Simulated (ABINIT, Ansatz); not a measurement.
**Tl2Te (Fm-3m): phonons by linear response**

How does Tl2Te (Fm-3m) vibrate, and is this structure a minimum?

Method: DFT LDA, scalar-relativistic, plane waves, HGH norm-conserving pseudopotentials, in ABINIT 10.8.3.

The structure was built from a prototype and need not be the compound's stable phase.

## 1. Set-up

Symmetry: Fm-3m, No. 225, cubic system. Conventional cell: a = 7.538 Å, b = 7.538 Å, c = 7.538 Å, α = 90.00°, β = 90.00°, γ = 90.00°. Nearest to Te lie 8 Tl at 3.26 Å. Tl has 4 Te at 3.26 Å nearest. Farther neighbours and most contacts between anions are not listed.

## 2. Relaxation

The harmonic expansion needs vanishing forces, and a free crystal bears no stress, so cell and atoms are brought to rest. Stress is more sensitive to the basis than forces are: the last 3 Ha under the cutoff are smoothed with ecutsm, and the cutoff is raised above that of the later runs.

The starting cell comes from a relaxation made beforehand in Ansatz (LDA, PseudoDojo NC).

relax.abi reads:

```
# relaxation
ionmov 2
optcell 2
dilatmx 1.08
ntime 40
tolmxf 1.0d-05
tolvrs 1.0d-14
prtwf 0
prtden 0
chksymtnons 0

# basis, mesh and filling
ecut 26.0
ecutsm 3.0
ixc 7
ngkpt 8 8 8
nshiftk 1
shiftk 0.0 0.0 0.0
istwfk *1
occopt 1
nband 6
nstep 100
diemac 9.0
prtebands 0
prtgsr 0
useylm 1

# cell and atoms
acell 3*1.0 Angstrom
rprim 
    0.0 3.769146575 3.769146575
    3.769146575 0.0 3.769146575
    3.769146575 3.769146575 0.0
ntypat 2
znucl 52 81
natom 3
typat 1 2 2
xred 
    0.0 0.0 0.0
    0.25 0.25 0.25
    0.75 0.75 0.75
pp_dirpath "./pseudo"
pseudos "Te.hgh, Tl.hgh"
```

Launch:

```bash
$ OMP_NUM_THREADS=1 mpirun -n 4 abinit relax.abi > relax.log
```

Numbers of over 12 decimals in the logs are rounded to 6 here.

relax.abo, the main output file:

```text
[banners, grids, parts of the stress and lines that vanish by symmetry left out]
- input  file    -> relax.abi
- output file    -> relax.abo
- root for input  files -> relaxi
[...]
Symmetries : space group Fm -3 m (#225); Bravais cF (face-center cubic)
[...]
mpw =        5795          nfft =      125000          nkpt =          29
[...]
== DATASET  1 ==================================================================
[...]
cutoff_energies: {ecut:  26.0, pawecutdg:  -1.0, }
[...]
Exchange-correlation functional for the present dataset will be:
  LDA: Perdew-Wang 92 LSD fit to Ceperley-Alder data - ixc=7
[...]
ETOT  1  -12.546897910348    -1.255E+01 5.245E-02 2.543E+02
 ETOT  2  -12.589297547814    -4.240E-02 9.580E-04 4.945E+01
 ETOT  3  -12.594038948587    -4.741E-03 2.270E-04 3.459E+00
 ETOT  4  -12.594205929046    -1.670E-04 1.708E-05 1.687E-01
 ETOT  5  -12.594215419228    -9.490E-06 8.617E-06 2.639E-03
[...]
At SCF step   25       vres2   =  1.65E-15 < tolvrs=  1.00E-14 =>converged.
[...]
sigma(1 1)=  4.11961588E-05  sigma(3 2)=  0.00000000E+00
  sigma(2 2)=  4.11961588E-05  sigma(3 1)=  0.00000000E+00
  sigma(3 3)=  4.11961588E-05  sigma(2 1)=  0.00000000E+00
[...]
convergence: {deltae:  1.918E-13, res2:  1.652E-15, residm:  2.863E-16, diffor: null, }
etotal    :  -1.25942167E+01
[...]
ETOT  1  -12.594309248785    -1.259E+01 4.225E-04 1.394E-01
[...]
At SCF step   10       vres2   =  1.70E-15 < tolvrs=  1.00E-14 =>converged.
[...]
sigma(1 1)=  3.84407135E-05  sigma(3 2)=  0.00000000E+00
  sigma(2 2)=  3.84407135E-05  sigma(3 1)=  0.00000000E+00
  sigma(3 3)=  3.84407135E-05  sigma(2 1)=  0.00000000E+00
[...]
convergence: {deltae:  1.776E-15, res2:  1.695E-15, residm:  4.193E-16, diffor: null, }
etotal    :  -1.25943233E+01
[...]
ETOT  1  -12.592837479429    -1.259E+01 1.221E-03 2.213E+01
[...]
At SCF step   12       vres2   =  2.36E-15 < tolvrs=  1.00E-14 =>converged.
[...]
sigma(1 1)= -3.48211726E-06  sigma(3 2)=  0.00000000E+00
  sigma(2 2)= -3.48211726E-06  sigma(3 1)=  0.00000000E+00
  sigma(3 3)= -3.48211726E-06  sigma(2 1)=  0.00000000E+00
[...]
convergence: {deltae: -3.144E-13, res2:  2.358E-15, residm:  2.090E-16, diffor: null, }
etotal    :  -1.25949656E+01
[...]
ETOT  1  -12.594955808092    -1.259E+01 3.499E-09 1.452E-01
[...]
At SCF step   10       vres2   =  6.62E-16 < tolvrs=  1.00E-14 =>converged.
[...]
sigma(1 1)=  2.45115130E-07  sigma(3 2)=  0.00000000E+00
  sigma(2 2)=  2.45115130E-07  sigma(3 1)=  0.00000000E+00
  sigma(3 3)=  2.45115130E-07  sigma(2 1)=  0.00000000E+00
[...]
convergence: {deltae: -3.855E-13, res2:  6.615E-16, residm:  1.470E-16, diffor: null, }
etotal    :  -1.25949699E+01
[...]
ETOT  1  -12.594969893375    -1.259E+01 2.003E-11 6.307E-04
[...]
ETOT  7  -12.594969954668    -3.926E-13 1.105E-15 7.355E-14
 ETOT  8  -12.594969954668    -2.132E-14 6.800E-17 1.377E-15
 At SCF step    8       vres2   =  1.38E-15 < tolvrs=  1.00E-14 =>converged.
[...]
sigma(1 1)=  1.35139193E-09  sigma(3 2)=  0.00000000E+00
  sigma(2 2)=  1.35139193E-09  sigma(3 1)=  0.00000000E+00
  sigma(3 3)=  1.35139193E-09  sigma(2 1)=  0.00000000E+00
[...]
convergence: {deltae: -2.132E-14, res2:  1.377E-15, residm:  6.800E-17, diffor: null, }
etotal    :  -1.25949700E+01
[...]
At Broyd/MD step   5, gradients are converged :
[...]
sigma(1 1)=  1.35139193E-09  sigma(3 2)=  0.00000000E+00
  sigma(2 2)=  1.35139193E-09  sigma(3 1)=  0.00000000E+00
  sigma(3 3)=  1.35139193E-09  sigma(2 1)=  0.00000000E+00
[...]
- sigma(1 1)=  3.97593233E-05  sigma(3 2)=  0.00000000E+00
- sigma(2 2)=  3.97593233E-05  sigma(3 1)=  0.00000000E+00
- sigma(3 3)=  3.97593233E-05  sigma(2 1)=  0.00000000E+00
[...]
fcart     -0.0000000000E+00 -0.0000000000E+00 -0.0000000000E+00
           strten      1.3513919315E-09  1.3513919320E-09  1.3513919320E-09
================================================================================

[key lines of the parts left out:]
pressure_GPa:  -3.9759E-05
Total energy (etotal) [Ha]= -1.25949699546683E+01
```

Elapsed: 48 s, on 4 MPI ranks of Arm Neoverse V2, shared host.

Relaxation path:

```csv
step,energy less that of the first step (eV),largest force (eV/Å),volume (Å³)
1,0.0000,0.0000,107.09
2,-0.0029,0.0000,106.70
3,-0.0204,0.0000,101.55
4,-0.0205,0.0000,101.95
5,-0.0205,0.0000,101.92
```

```csv
"conventional cell, symmetrised",before,after,change
a (Å),7.538,7.415,-1.6 %
b (Å),7.538,7.415,-1.6 %
c (Å),7.538,7.415,-1.6 %
volume (Å³/atom),35.70,33.97,-4.8 %
```

Final coordinates:

```
Te Tl
1.0
     0.00000    3.70749    3.70749
     3.70749    0.00000    3.70749
     3.70749    3.70749    0.00000
Te Tl
1 2
Direct
  0.00000 0.00000 0.00000
  0.25000 0.25000 0.25000
  0.75000 0.75000 0.75000
```

Read from the output:

```yaml
volume_per_atom: 33.97 Å³
pressure: -3.98e-5 GPa
```

The volume changes by -4.8 % from the cell with which this run began.

## 3. Self-consistent run for the response

First-order wavefunctions inherit every error of the ground state, hence the very tight tolvrs.

gs.abi reads:

```
# ground state
tolvrs 1.0d-16
prtden 1
prtwf 1
prtpot 1

# basis, mesh and filling
ecut 20.0
ixc 7
ngkpt 8 8 8
nshiftk 1
shiftk 0.0 0.0 0.0
istwfk *1
occopt 1
nband 6
nstep 100
diemac 9.0
prtebands 0
prtgsr 0
useylm 1

# cell and atoms
acell 3*1.0 Angstrom
rprim 
    0.0 3.707487219 3.707487219
    3.707487219 0.0 3.707487219
    3.707487219 3.707487219 0.0
ntypat 2
znucl 52 81
natom 3
typat 1 2 2
xred 
    0.0 0.0 0.0
    0.25 0.25 0.25
    0.75 0.75 0.75
pp_dirpath "./pseudo"
pseudos "Te.hgh, Tl.hgh"
```

Launch:

```bash
$ OMP_NUM_THREADS=1 mpirun -n 4 abinit gs.abi > gs.log
```

gs.abo, the main output file:

```text
[banners, grids, parts of the stress and lines that vanish by symmetry left out]
- input  file    -> gs.abi
- output file    -> gs.abo
- root for input  files -> gsi
[...]
Symmetries : space group Fm -3 m (#225); Bravais cF (face-center cubic)
[...]
mpw =        2954          nfft =       64000          nkpt =          29
[...]
== DATASET  1 ==================================================================
[...]
cutoff_energies: {ecut:  20.0, pawecutdg:  -1.0, }
[...]
Exchange-correlation functional for the present dataset will be:
  LDA: Perdew-Wang 92 LSD fit to Ceperley-Alder data - ixc=7
[...]
ETOT  1  -12.531683005893    -1.253E+01 3.009E-02 1.562E+02
 ETOT  2  -12.587039196702    -5.536E-02 1.594E-03 3.874E+01
 ETOT  3  -12.594524124089    -7.485E-03 1.309E-04 2.218E+00
 ETOT  4  -12.594727776221    -2.037E-04 1.589E-05 1.084E-01
 ETOT  5  -12.594741576786    -1.380E-05 2.140E-06 1.599E-02
[...]
ETOT 27  -12.594745309567     1.652E-13 4.473E-17 7.481E-15
 ETOT 28  -12.594745309568    -1.315E-13 3.514E-17 8.980E-18
 At SCF step   28       vres2   =  8.98E-18 < tolvrs=  1.00E-16 =>converged.
[...]
sigma(1 1)=  1.89734788E-06  sigma(3 2)=  0.00000000E+00
  sigma(2 2)=  1.89734788E-06  sigma(3 1)=  0.00000000E+00
  sigma(3 3)=  1.89734788E-06  sigma(2 1)=  0.00000000E+00
[...]
convergence: {deltae: -1.315E-13, res2:  8.980E-18, residm:  3.514E-17, diffor: null, }
etotal    :  -1.25947453E+01
[...]
sigma(1 1)=  1.89734788E-06  sigma(3 2)=  0.00000000E+00
  sigma(2 2)=  1.89734788E-06  sigma(3 1)=  0.00000000E+00
  sigma(3 3)=  1.89734788E-06  sigma(2 1)=  0.00000000E+00
[...]
- sigma(1 1)=  5.58219018E-02  sigma(3 2)=  0.00000000E+00
- sigma(2 2)=  5.58219018E-02  sigma(3 1)=  0.00000000E+00
- sigma(3 3)=  5.58219018E-02  sigma(2 1)=  0.00000000E+00
[...]
fcart     -0.0000000000E+00 -0.0000000000E+00 -0.0000000000E+00
           strten      1.8973478792E-06  1.8973478792E-06  1.8973478792E-06
================================================================================

[key lines of the parts left out:]
pressure_GPa:  -5.5822E-02
```

Run time: 10 s. Hardware: 4 MPI ranks; 40 s of CPU time.

Read from the output:

```yaml
pressure: -0.05582 GPa
```

The cell stands at -0.056 GPa, close enough for phonons.

## 4. Empty bands

Empty bands on the ground state's density check that the gap assumed so far is there in this cell.

gap.abi reads:

```
# empty bands on the ground state's density
iscf -2
getden_filepath "gso_DEN"
tolwfr 1.0d-12
nbdbuf 2
prtwf 0

# basis, mesh and filling
ecut 20.0
ixc 7
ngkpt 8 8 8
nshiftk 1
shiftk 0.0 0.0 0.0
istwfk *1
occopt 1
nband 10
nstep 100
diemac 9.0
prtebands 0
prtgsr 0
useylm 1

# cell and atoms
acell 3*1.0 Angstrom
rprim 
    0.0 3.707487219 3.707487219
    3.707487219 0.0 3.707487219
    3.707487219 3.707487219 0.0
ntypat 2
znucl 52 81
natom 3
typat 1 2 2
xred 
    0.0 0.0 0.0
    0.25 0.25 0.25
    0.75 0.75 0.75
pp_dirpath "./pseudo"
pseudos "Te.hgh, Tl.hgh"
```

Launch:

```bash
$ OMP_NUM_THREADS=1 mpirun -n 4 abinit gap.abi > gap.log
```

gap.abo, the main output file:

```text
[banners, grids, parts of the stress and lines that vanish by symmetry left out]
- input  file    -> gap.abi
- output file    -> gap.abo
- root for input  files -> gapi
[...]
Symmetries : space group Fm -3 m (#225); Bravais cF (face-center cubic)
[...]
mpw =        2954          nfft =       64000          nkpt =          29
[...]
== DATASET  1 ==================================================================
[...]
cutoff_energies: {ecut:  20.0, pawecutdg:  -1.0, }
[...]
Exchange-correlation functional for the present dataset will be:
  LDA: Perdew-Wang 92 LSD fit to Ceperley-Alder data - ixc=7
[...]
-outvars: echo values of variables after computation
            acell      1.8897261259E+00  1.8897261259E+00  1.8897261259E+00 Bohr
================================================================================
```

Run time: 3.5 s. Hardware: 4 MPI ranks.

Read from the output:

```
gap on the k-mesh : 0.1888 eV
```

In this cell the gap on the mesh is 0.19 eV, indirect (smallest direct 0.41 eV), so fixed occupations hold.

## 5. Zone-centre response

The derivative of the wavefunctions by k comes first, since the response to a field is built on it; then the field and the displacements that symmetry doesn't supply are solved at q = 0.

It reads the wavefunctions written in step 3.

dfpt_gamma.abi reads:

```
ndtset 2

# common to the responses
getwfk_filepath "gso_WFK"
kptopt 2
nqpt 1
qpt 0.0 0.0 0.0
asr 0
chneut 0

# d/dk
rfelfd1 2
rfdir1 1 1 1
iscf1 -3
tolwfr1 1.0d-20

# displacements, field
rfphon2 1
rfatpol2 1 3
rfdir2 1 1 1
rfelfd2 3
getddk2 1
tolvrs2 1.0d-10
prtwf2 0
prtpot2 1

# basis, mesh and filling
ecut 20.0
ixc 7
ngkpt 8 8 8
nshiftk 1
shiftk 0.0 0.0 0.0
istwfk *1
occopt 1
nband 6
nstep 100
diemac 9.0
prtebands 0
prtgsr 0
useylm 1

# cell and atoms
acell 3*1.0 Angstrom
rprim 
    0.0 3.707487219 3.707487219
    3.707487219 0.0 3.707487219
    3.707487219 3.707487219 0.0
ntypat 2
znucl 52 81
natom 3
typat 1 2 2
xred 
    0.0 0.0 0.0
    0.25 0.25 0.25
    0.75 0.75 0.75
pp_dirpath "./pseudo"
pseudos "Te.hgh, Tl.hgh"
```

Launch:

```bash
$ OMP_NUM_THREADS=1 mpirun -n 4 abinit dfpt_gamma.abi > dfpt_gamma.log
```

dfpt_gamma.abo, the main output file:

```text
[banners, grids, parts of the stress and lines that vanish by symmetry left out]
- input  file    -> dfpt_gamma.abi
- output file    -> dfpt_gamma.abo
- root for input  files -> dfpt_gammai
[...]
DATASET    1 : space group Fm -3 m (#225); Bravais cF (face-center cubic)
[...]
nfft =       64000          nkpt =         260
[...]
DATASET    2 : space group Fm -3 m (#225); Bravais cF (face-center cubic)
[...]
nfft =       64000          nkpt =         260
[...]
== DATASET  1 ==================================================================
[...]
cutoff_energies: {ecut:  20.0, pawecutdg:  -1.0, }
[...]
Exchange-correlation functional for the present dataset will be:
  LDA: Perdew-Wang 92 LSD fit to Ceperley-Alder data - ixc=7
[...]
- 81.00000   3.00000     10605                znucl, zion, pspdat
[...]
Perturbation : derivative vs k along direction   1
[...]
-ETOT  1  -8.657554     -8.658E+00 1.761E-01 0.000E+00
 ETOT  2  -8.720874     -6.332E-02 1.396E-01 0.000E+00
 ETOT  3  -8.727352     -6.478E-03 5.588E-03 0.000E+00
 ETOT  4  -8.728572     -1.220E-03 5.561E-03 0.000E+00
 ETOT  5  -8.728842     -2.700E-04 2.516E-04 0.000E+00
[...]
At SCF step   34   max residual=  9.99E-21 < tolwfr=  1.00E-20 =>converged.
[...]
Perturbation : derivative vs k along direction   2
[...]
-ETOT  1  -8.657555     -8.658E+00 1.761E-01 0.000E+00
[...]
At SCF step   34   max residual=  9.99E-21 < tolwfr=  1.00E-20 =>converged.
[...]
Perturbation : derivative vs k along direction   3
[...]
-ETOT  1  -8.657554     -8.658E+00 1.761E-01 0.000E+00
[...]
At SCF step   34   max residual=  9.99E-21 < tolwfr=  1.00E-20 =>converged.
[...]
1        1       6.8542163024    0.0000000000
     1        2       3.4271081949   -0.0000000000
     1        3       3.4271081075    0.0000000000
     2        1       3.4271081949   -0.0000000000
     2        2       6.8542164343    0.0000000000
     2        3       3.4271082393    0.0000000000
     3        1       3.4271081075    0.0000000000
     3        2       3.4271082393    0.0000000000
     3        3       6.8542163469    0.0000000000
[...]
== DATASET  2 ==================================================================
[...]
cutoff_energies: {ecut:  20.0, pawecutdg:  -1.0, }
[...]
Exchange-correlation functional for the present dataset will be:
  LDA: Perdew-Wang 92 LSD fit to Ceperley-Alder data - ixc=7
[...]
Perturbation : displacement of atom   1   along direction   1
[...]
-ETOT  1   117.72797930074     -2.440E+02 9.471E+00 2.994E+05
[...]
At SCF step   17       vres2   =  2.66E-11 < tolvrs=  1.00E-10 =>converged.
[...]
Perturbation : displacement of atom   2   along direction   1
[...]
-ETOT  1   9.831302     -4.262E+01 2.732E-01 2.287E+04
[...]
At SCF step   13       vres2   =  4.22E-12 < tolvrs=  1.00E-10 =>converged.
[...]
Perturbation : homogeneous electric field along direction   1
[...]
-ETOT  1  -826.28210752095     -8.263E+02 2.025E+02 1.102E+05
[...]
ETOT 16  -889.05774988029     -1.029E-10 5.548E-11 1.107E-10
 ETOT 17  -889.05774988030     -1.580E-11 2.659E-11 1.450E-11
 At SCF step   17       vres2   =  1.45E-11 < tolvrs=  1.00E-10 =>converged.
[...]
Dielectric tensor, in cartesian coordinates,
[...]
1    5   1    5        27.9283844983        -0.0000000000
   1    5   2    5         0.0000000000        -0.0000000000
   1    5   3    5         0.0000000000        -0.0000000000
   2    5   1    5         0.0000000000        -0.0000000000
   2    5   2    5        27.9283844983        -0.0000000000
   2    5   3    5         0.0000000000        -0.0000000000
   3    5   1    5         0.0000000000        -0.0000000000
   3    5   2    5         0.0000000000        -0.0000000000
   3    5   3    5        27.9283844983        -0.0000000000
  Effective charges, in cartesian coordinates,
[...]
1    1   1    5        -2.8477232457         0.0000000000
   2    1   1    5        -0.0000000000         0.0000000000
   3    1   1    5         0.0000000000         0.0000000000
   1    2   1    5         1.5629664630         0.0000000000
   2    2   1    5        -0.0000000000         0.0000000000
[...]
Effective charges, in cartesian coordinates,
[...]
2    5   1    3         0.0000000000         0.0000000000
   3    5   1    3         0.0000000000         0.0000000000
   1    5   2    3        -0.0000000000         0.0000000000
   2    5   2    3         1.5629710088         0.0000000000
   3    5   2    3        -0.0000000000         0.0000000000
   1    5   3    3         0.0000000000         0.0000000000
   2    5   3    3        -0.0000000000         0.0000000000
   3    5   3    3         1.5629710088         0.0000000000
  Phonon wavevector (reduced coordinates) :  0.00000  0.00000  0.00000
 Phonon energies in Hartree :
[...]
Phonon frequencies in cm-1    :
-  2.700129E-01  2.700131E-01  2.700139E-01  6.020841E+01  6.020841E+01
-  6.020841E+01  8.555088E+01  8.555088E+01  8.555088E+01
  Phonon at Gamma, with non-analyticity in the
[...]
Phonon energies in Hartree :
[...]
Phonon frequencies in cm-1    :
-  2.700129E-01  2.700131E-01  1.463499E+00  6.020841E+01  6.020841E+01
-  6.020841E+01  8.555088E+01  8.555088E+01  9.396140E+01
  Phonon at Gamma, with non-analyticity in the
[...]
Phonon energies in Hartree :
[...]
Phonon frequencies in cm-1    :
-  2.700129E-01  2.700139E-01  1.463499E+00  6.020841E+01  6.020841E+01
-  6.020841E+01  8.555088E+01  8.555088E+01  9.396140E+01
  Phonon at Gamma, with non-analyticity in the
[...]
Phonon energies in Hartree :
[...]
Phonon frequencies in cm-1    :
-  2.700131E-01  2.700139E-01  1.463499E+00  6.020841E+01  6.020841E+01
-  6.020841E+01  8.555088E+01  8.555088E+01  9.396140E+01
[...]
fcart2     0.0000000000E+00  0.0000000000E+00  0.0000000000E+00
           strten2     0.0000000000E+00  0.0000000000E+00  0.0000000000E+00
================================================================================
```

The job ended after 4.6 min (4 MPI ranks; 18 min of CPU time).

Numbers from this step:

| Property | Result |
| --- | --- |
| miss of the charge sum rule | 0.2782 e |
| largest acoustic frequency at the zone centre before the sum rule | 0.27 cm⁻¹ |
| highest optical zone-centre mode (no LO-TO term) | 85.55 cm⁻¹ |
| lowest optical zone-centre mode | 60.21 cm⁻¹ |
| mean high-frequency dielectric constant | 27.93 |
| largest Born charge in size (third of the trace) | 2.848 e |

Born charge (rows field, columns displacement), before the sum rule (e), principal values of the symmetric part by kind of site:

```
atom  atoms with these values    low  middle   high   mean
 Te1                        1  -2.85   -2.85  -2.85  -2.85
 Tl2                        2   1.56    1.56   1.56   1.56
```

In full for Tl2:

```
1.56 0.00 0.00
0.00 1.56 0.00
0.00 0.00 1.56
```

High-frequency dielectric tensor:

```
27.93  0.00  0.00
 0.00 27.93  0.00
 0.00  0.00 27.93
```

The acoustic modes at Γ come out as far as 0.3 cm⁻¹ from zero, where they should vanish, a small numerical error; the Born charges miss their sum rule by 0.28 e, too much: mesh or cutoff is short for the field response.

[end of part 1 of 3]

[Host names and launcher messages were left out of these logs when they were recorded.]

[Logs are printed without paths, hosts, clocks, repeated set-up lines and the standing remarks that a program may print on its own settings, such as how far it seeks lower states.]

[Hosts, paths, dates, database ids (printed as entryN), source tags and the programs' standing remarks are cut or masked in the printed files.]
